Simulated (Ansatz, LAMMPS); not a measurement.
# Amorphous HfO2 at 7.65 g/cm^3 (78 atoms): geometry optimisation, part 2 of 4

How does amorphous HfO2 at 7.65 g/cm^3 (78 atoms) relax, and what do bonds, charges and levels look like afterwards?

Ansatz 0.2.0; Kohn-Sham DFT, PBE, PAW (set soft_2), plane waves.

The cell: 26 Hf and 52 O. The quench rate of 50 K/ps is many orders above laboratory rates. The network of bonds at the start is that of the classical potential that made the cell. Only the Γ point is sampled in the main run, in a cell whose shortest periodic width is 11 Å. The levels lack spin–orbit coupling.

So far. Step 3 (Single point at the start): Neighbours are counted within 2.82 Å (O-Hf).

**4. Relaxation**

With the cell held, the atoms are moved downhill towards a nearby minimum.

File input.yaml:

```yaml
crystal:
  lattice:
    - [10.5908, 0.0, 0.0]
    - [0.0, 10.5908, 0.0]
    - [0.0, 0.0, 10.5908]
  atoms:
    [... the 78 atom lines of step 3 ...]
kpoints:
  mp_grid: { grid: [1, 1, 1] }
hamiltonian:
  xc: pbe
scf:
  occupations: { method: fermi_dirac, width: 0.025 }
output:
  forces: true
relax:
  f_tol: 0.04
  max_steps: 250
```

Started as:

```console
$ ansatz run input.yaml --threads 4 --pin off --max-ram 8192MiB --backend cpu --events-out ev --progress --plain --runs-dir out
```

Numbers of over 12 decimals in the logs are rounded to 6 here.

Output:

```text
[...]
Crystal: 78 atoms, lattice volume = 1187.918 Å³
Basis set: ecut = 420 eV, 23127 PW (Γ), exchange–correlation on 144×144×144 points (8 copies of the dense FFT grid, shifted against one another)
Bands: 593, of which v1, the nominal top of the filled ones, is band 494 counted from 1 (493 counted from 0)
Symmetry: 1 space group operations
[...]
k-points: 1
[...]
SCF iter   1: F=—  HF=-438385.092937 eV  |F-HF|=—  |Δ(HF+E_count)|=         —  Δρ=4.16e-3  dr2=2.13e-1  ethr=1.77e-3  ⟨swp⟩=4.0  Hψ=1798  notcnv=0  defer=74
[...]
SCF iter   7: F=-438385.086005 eV  HF=-438385.086013 eV  |F-HF|=8.21e-6  |Δ(HF+E_count)|=   7.77e-5  Δρ=4.96e-5  dr2=3.37e-5  ethr=4.05e-9  ⟨swp⟩=4.0  Hψ=1929  notcnv=0
SCF 1 converged in 7 iterations: F = -438385.086005 eV  dr2 = 3.37e-5
[...]
relax step   1: F+E_penalty+E_count = -438385.08600518 eV  Δ(F+E_penalty+E_count) = +0.000e0 eV  max|allowed force component| = 2.351e0 eV/Å  Δτ_max = 0.0000 Å  (7 SCF iters, dr2 threshold 4.00e-5 eV, accepted)
[...]
relax step   2: F+E_penalty+E_count = -438386.37925358 eV  Δ(F+E_penalty+E_count) = -1.293e0 eV  max|allowed force component| = 9.904e-1 eV/Å  Δτ_max = 0.1701 Å  (7 SCF iters, dr2 threshold 1.00e-4 eV, accepted)
[...]
relax step   3: F+E_penalty+E_count = -438386.95785321 eV  Δ(F+E_penalty+E_count) = -5.786e-1 eV  max|allowed force component| = 4.561e-1 eV/Å  Δτ_max = 0.0672 Å  (6 SCF iters, dr2 threshold 6.13e-5 eV, accepted)
relax step   4: F+E_penalty+E_count = -438387.35867392 eV  Δ(F+E_penalty+E_count) = -4.008e-1 eV  max|allowed force component| = 2.122e-1 eV/Å  Δτ_max = 0.2000 Å  (7 SCF iters, dr2 threshold 3.69e-5 eV, accepted)
relax step   5: F+E_penalty+E_count = -438387.43843011 eV  Δ(F+E_penalty+E_count) = -7.976e-2 eV  max|allowed force component| = 1.611e-1 eV/Å  Δτ_max = 0.2000 Å  (7 SCF iters, dr2 threshold 9.55e-6 eV, accepted)
relax step   6: F+E_penalty+E_count = -438387.45838646 eV  Δ(F+E_penalty+E_count) = -1.996e-2 eV  max|allowed force component| = 8.322e-2 eV/Å  Δτ_max = 0.0771 Å  (7 SCF iters, dr2 threshold 5.62e-6 eV, accepted)
relax step   7: F+E_penalty+E_count = -438387.47867110 eV  Δ(F+E_penalty+E_count) = -2.028e-2 eV  max|allowed force component| = 6.988e-2 eV/Å  Δτ_max = 0.2000 Å  (8 SCF iters, dr2 threshold 1.85e-6 eV, accepted)
relax step   8: F+E_penalty+E_count = -438387.48521785 eV  Δ(F+E_penalty+E_count) = -6.547e-3 eV  max|allowed force component| = 1.049e-1 eV/Å  Δτ_max = 0.0669 Å  (9 SCF iters, accepted)
relax step   9: F+E_penalty+E_count = -438387.51551016 eV  Δ(F+E_penalty+E_count) = -3.029e-2 eV  max|allowed force component| = 1.361e-1 eV/Å  Δτ_max = 0.2000 Å  (7 SCF iters, dr2 threshold 7.76e-6 eV, accepted)
relax step  10: F+E_penalty+E_count = -438387.52217129 eV  Δ(F+E_penalty+E_count) = -6.661e-3 eV  max|allowed force component| = 1.757e-1 eV/Å  Δτ_max = 0.1950 Å  (7 SCF iters, dr2 threshold 1.85e-5 eV, accepted)
relax step  11: F+E_penalty+E_count = -438387.54945010 eV  Δ(F+E_penalty+E_count) = -2.728e-2 eV  max|allowed force component| = 1.105e-1 eV/Å  Δτ_max = 0.1021 Å  (7 SCF iters, dr2 threshold 3.09e-5 eV, accepted)
relax step  12: F+E_penalty+E_count = -438387.58311838 eV  Δ(F+E_penalty+E_count) = -3.367e-2 eV  max|allowed force component| = 1.542e-1 eV/Å  Δτ_max = 0.2000 Å  (7 SCF iters, dr2 threshold 4.83e-6 eV, accepted)
relax step  13: F+E_penalty+E_count = -438387.59021756 eV  Δ(F+E_penalty+E_count) = -7.099e-3 eV  max|allowed force component| = 5.041e-1 eV/Å  Δτ_max = 0.1991 Å  (7 SCF iters, dr2 threshold 9.41e-6 eV, accepted)
relax step  14: F+E_penalty+E_count = -438387.66889774 eV  Δ(F+E_penalty+E_count) = -7.868e-2 eV  max|allowed force component| = 1.772e-1 eV/Å  Δτ_max = 0.2000 Å  (5 SCF iters, dr2 threshold 1.00e-4 eV, accepted)
relax step  15: F+E_penalty+E_count = -438387.71639747 eV  Δ(F+E_penalty+E_count) = -4.750e-2 eV  max|allowed force component| = 1.437e-1 eV/Å  Δτ_max = 0.2000 Å  (7 SCF iters, dr2 threshold 3.88e-6 eV, accepted)
relax step  16: F+E_penalty+E_count = -438387.74421389 eV  Δ(F+E_penalty+E_count) = -2.782e-2 eV  max|allowed force component| = 2.262e-1 eV/Å  Δτ_max = 0.1958 Å  (8 SCF iters, dr2 threshold 2.55e-6 eV, accepted)
relax step  17: F+E_penalty+E_count = -438387.77526074 eV  Δ(F+E_penalty+E_count) = -3.105e-2 eV  max|allowed force component| = 8.409e-2 eV/Å  Δτ_max = 0.2000 Å  (7 SCF iters, dr2 threshold 3.36e-5 eV, accepted)
relax step  18: F+E_penalty+E_count = -438387.79302591 eV  Δ(F+E_penalty+E_count) = -1.777e-2 eV  max|allowed force component| = 7.003e-2 eV/Å  Δτ_max = 0.2000 Å  (10 SCF iters, accepted)
relax step  19: F+E_penalty+E_count = -438387.78923722 eV  Δ(F+E_penalty+E_count) = +3.789e-3 eV  max|allowed force component| = 1.149e-1 eV/Å  Δτ_max = 0.1249 Å  (9 SCF iters, rejected (line search))
relax step  20: F+E_penalty+E_count = -438387.79925012 eV  Δ(F+E_penalty+E_count) = -6.224e-3 eV  max|allowed force component| = 2.516e-2 eV/Å  Δτ_max = 0.0625 Å  (9 SCF iters, accepted)
relax step  21: F+E_penalty+E_count = -438387.79944765 eV  Δ(F+E_penalty+E_count) = -1.975e-4 eV  max|allowed force component| = 4.791e-2 eV/Å  Δτ_max = 0.0436 Å  (9 SCF iters, accepted)
relax step  22: F+E_penalty+E_count = -438387.80332350 eV  Δ(F+E_penalty+E_count) = -3.876e-3 eV  max|allowed force component| = 1.500e-1 eV/Å  Δτ_max = 0.1500 Å  (9 SCF iters, accepted)
relax step  23: F+E_penalty+E_count = -438387.80834470 eV  Δ(F+E_penalty+E_count) = -5.021e-3 eV  max|allowed force component| = 8.250e-2 eV/Å  Δτ_max = 0.0840 Å  (5 SCF iters, dr2 threshold 2.25e-5 eV, accepted)
relax step  24: F+E_penalty+E_count = -438387.79993093 eV  Δ(F+E_penalty+E_count) = +8.414e-3 eV  max|allowed force component| = 1.214e-1 eV/Å  Δτ_max = 0.2000 Å  (9 SCF iters, dr2 threshold 2.06e-6 eV, rejected (line search))
[...]
relax step  25: F+E_penalty+E_count = -438387.81509571 eV  Δ(F+E_penalty+E_count) = -6.751e-3 eV  max|allowed force component| = 3.700e-2 eV/Å  Δτ_max = 0.0507 Å  (9 SCF iters, accepted)
SCF converged after 9 iterations
Free energy (F): -438387.815096 eV
[...]
Internal energy: -438387.815096 eV  (E = F + TS)
E sigma→0 (E₀):  -438387.815096 eV
Fermi energy:    11.094711 eV
[...]
--- Forces (eV/Å), atoms counted from 1 ---
  atom   1  Hf    -0.01017478     0.02259469     0.01165301
  atom   2  Hf     0.00821279     0.01326717     0.02092760
  atom   3  Hf     0.03700421    -0.02263256    -0.01262797
  atom   4  Hf     0.01426043    -0.03388095     0.01138858
  atom   5  Hf     0.00189876     0.00907972     0.00479841
  atom   6  Hf     0.01051608     0.02502862     0.03601364
  atom   7  Hf     0.01964281     0.02505219     0.00677077
  atom   8  Hf     0.00366113     0.02755573    -0.00225094
  atom   9  Hf    -0.02312733    -0.00430565    -0.03190741
  atom  10  Hf     0.00820535    -0.01844436    -0.01027289
  atom  11  Hf    -0.00353892    -0.03449832    -0.02403924
  atom  12  Hf     0.00151055     0.00279107     0.01001511
  atom  13  Hf     0.00994103     0.01815708     0.01425684
  atom  14  Hf    -0.01260133     0.03288639    -0.01373328
[...]
atom  77  O      0.00451252    -0.00708723    -0.00327420
  atom  78  O      0.00338546     0.00509218     0.01032325
  max |Σ_I F_I| component: 3.19e-4 eV/Å
--- Relaxed structure (25 steps of the walk, 23 accepted, 0 SCFs on fresh bases) ---
  F+E_penalty+E_count = -438387.81509571 eV   max|allowed force component| = 3.700e-2 eV/Å
  atoms:
    - { symbol: Hf, position: [0.462625, 0.608678, 0.278206] }
    - { symbol: Hf, position: [0.134467, 0.722422, 0.206356] }
    - { symbol: Hf, position: [0.743960, 0.597493, 0.769441] }
    - { symbol: Hf, position: [0.687810, 0.383683, 0.068606] }
[...]
- { symbol: O, position: [0.069685, 0.231033, 0.749278] }
```

Run time: 6.6 min. Hardware: 4 threads of Arm Neoverse V2, shared host; peak memory 1.9 GiB; 25 min of CPU time.

The steps of the relaxation (22 of 25):

| step | energy less that of the first step (eV) | largest force component (eV/Å) |
| --- | --- | --- |
| 1 | 0.0000 | 2.3512 |
| 2 | -1.2932 | 0.9904 |
| 3 | -1.8718 | 0.4561 |
| 4 | -2.2727 | 0.2122 |
| 6 | -2.3724 | 0.0832 |
| 7 | -2.3927 | 0.0699 |
| 8 | -2.3992 | 0.1049 |
| 9 | -2.4295 | 0.1361 |
| 10 | -2.4362 | 0.1757 |
| 11 | -2.4634 | 0.1105 |
| 12 | -2.4971 | 0.1542 |
| 14 | -2.5829 | 0.1772 |
| 15 | -2.6304 | 0.1437 |
| 16 | -2.6582 | 0.2262 |
| 17 | -2.6893 | 0.0841 |
| 18 | -2.7070 | 0.0700 |
| 19 | -2.7032 | 0.1149 |
| 20 | -2.7132 | 0.0252 |
| 22 | -2.7173 | 0.1500 |
| 23 | -2.7223 | 0.0825 |
| 24 | -2.7139 | 0.1214 |
| 25 | -2.7291 | 0.0370 |

Relaxation steps 19, 24 were tried and not accepted.

The atoms that moved most (Å):

| atom | dx | dy | dz | length |
| --- | --- | --- | --- | --- |
| O62 | 1.278 | -0.916 | -0.674 | 1.711 |
| O48 | -0.489 | 0.454 | 0.218 | 0.702 |
| Hf14 | 0.476 | -0.100 | -0.449 | 0.661 |
| Hf23 | -0.268 | 0.289 | 0.455 | 0.601 |
| O40 | -0.361 | -0.395 | -0.102 | 0.545 |
| O46 | -0.447 | 0.239 | -0.155 | 0.530 |
| O41 | -0.144 | -0.221 | 0.448 | 0.520 |
| O39 | -0.058 | -0.048 | -0.409 | 0.416 |

The relaxation changed the energy by -35.0 meV/atom, and atoms moved by 0.32 Å r.m.s., 1.7 Å at most.

**5. Local order after relaxation**

Bonds before and after, by the cutoffs listed below:

| pair | bonds before | bonds after | mean before (Å) | mean after (Å) | spread before (Å) | spread after (Å) |
| --- | --- | --- | --- | --- | --- | --- |
| O-Hf | 150 | 150 | 2.141 | 2.139 | 0.075 | 0.139 |

Density 7.65 g/cm³, 15.23 Å³ an atom.

Pair distribution functions g(r), in bins of 0.2 Å:

| r (Å) | total | O-O | O-Hf | Hf-Hf |
| --- | --- | --- | --- | --- |
| 1.90 | 0.73 | 0.00 | 1.64 | 0.00 |
| 2.10 | 3.35 | 0.00 | 7.55 | 0.00 |
| 2.30 | 0.87 | 0.00 | 1.95 | 0.00 |
| 2.50 | 0.39 | 0.59 | 0.29 | 0.00 |
| 2.70 | 0.79 | 1.62 | 0.15 | 0.00 |
| 2.90 | 1.09 | 2.45 | 0.00 | 0.00 |
| 3.10 | 1.21 | 2.41 | 0.14 | 0.71 |
| 3.30 | 0.90 | 1.45 | 0.13 | 1.80 |
| 3.50 | 0.85 | 1.00 | 0.45 | 1.83 |
| 3.70 | 0.68 | 0.44 | 0.66 | 1.72 |
| 3.90 | 1.09 | 0.62 | 0.97 | 3.41 |
| 4.10 | 1.02 | 0.85 | 1.11 | 1.35 |
| 4.30 | 1.06 | 0.99 | 1.26 | 0.46 |
| 4.50 | 1.00 | 0.61 | 1.61 | 0.14 |
| 4.70 | 0.99 | 0.52 | 1.59 | 0.45 |
| 4.90 | 0.97 | 0.62 | 1.43 | 0.52 |
| 5.10 | 1.16 | 1.27 | 1.19 | 0.59 |

Bonds by pair of elements; cutoffs follow the first minimum of g(r), held within bounds set by covalent radii, and pairs that aren't listed don't count as bonded:

| pair A-B | cutoff (Å) | bonds | mean length (Å) | spread (Å) | shortest (Å) | B about A | A about B |
| --- | --- | --- | --- | --- | --- | --- | --- |
| O-Hf | 2.88 | 150 | 2.14 | 0.139 | 1.91 | 2.88 | 5.77 |

How many atoms have how many bonded neighbours:

| element | mean | 2 | 3 | 4 | 5 | 6 | 7 |
| --- | --- | --- | --- | --- | --- | --- | --- |
| Hf | 5.77 | 0 | 0 | 0 | 8 | 16 | 2 |
| O | 2.88 | 9 | 40 | 3 | 0 | 0 | 0 |

Bond angles (no mean is given where the spread exceeds 20°):

| angle | count | mean (°) | spread (°) |
| --- | --- | --- | --- |
| O-Hf-O | 362 | - | - |
| Hf-O-Hf | 147 | - | - |

Bond length by coordination (bonds to H left out):

| element | coordination | atoms | mean bond length (Å) |
| --- | --- | --- | --- |
| Hf | 5 | 8 | 2.08 |
| Hf | 6 | 16 | 2.15 |
| Hf | 7 | 2 | 2.22 |
| O | 2 | 9 | 1.97 |
| O | 3 | 40 | 2.15 |
| O | 4 | 3 | 2.29 |

For some of the pairs, g(r) has its first main peak near 3.0 Å (O-O) and 2.1 Å (O-Hf). With the cutoffs above, 62 % of Hf atoms have 6 and 77 % of O atoms have 3 bonded neighbours. Bonds at O atoms with 2 neighbours average 1.97 Å, against 2.29 Å at those with 4.

(Continued in part 3 of 4.)

[Logs are printed without paths, hosts, clocks, repeated set-up lines and the standing remarks that a program may print on its own settings, such as how far it seeks lower states.]

[Hosts, paths, dates, database ids (printed as entryN), source tags and the programs' standing remarks are cut or masked in the printed files.]
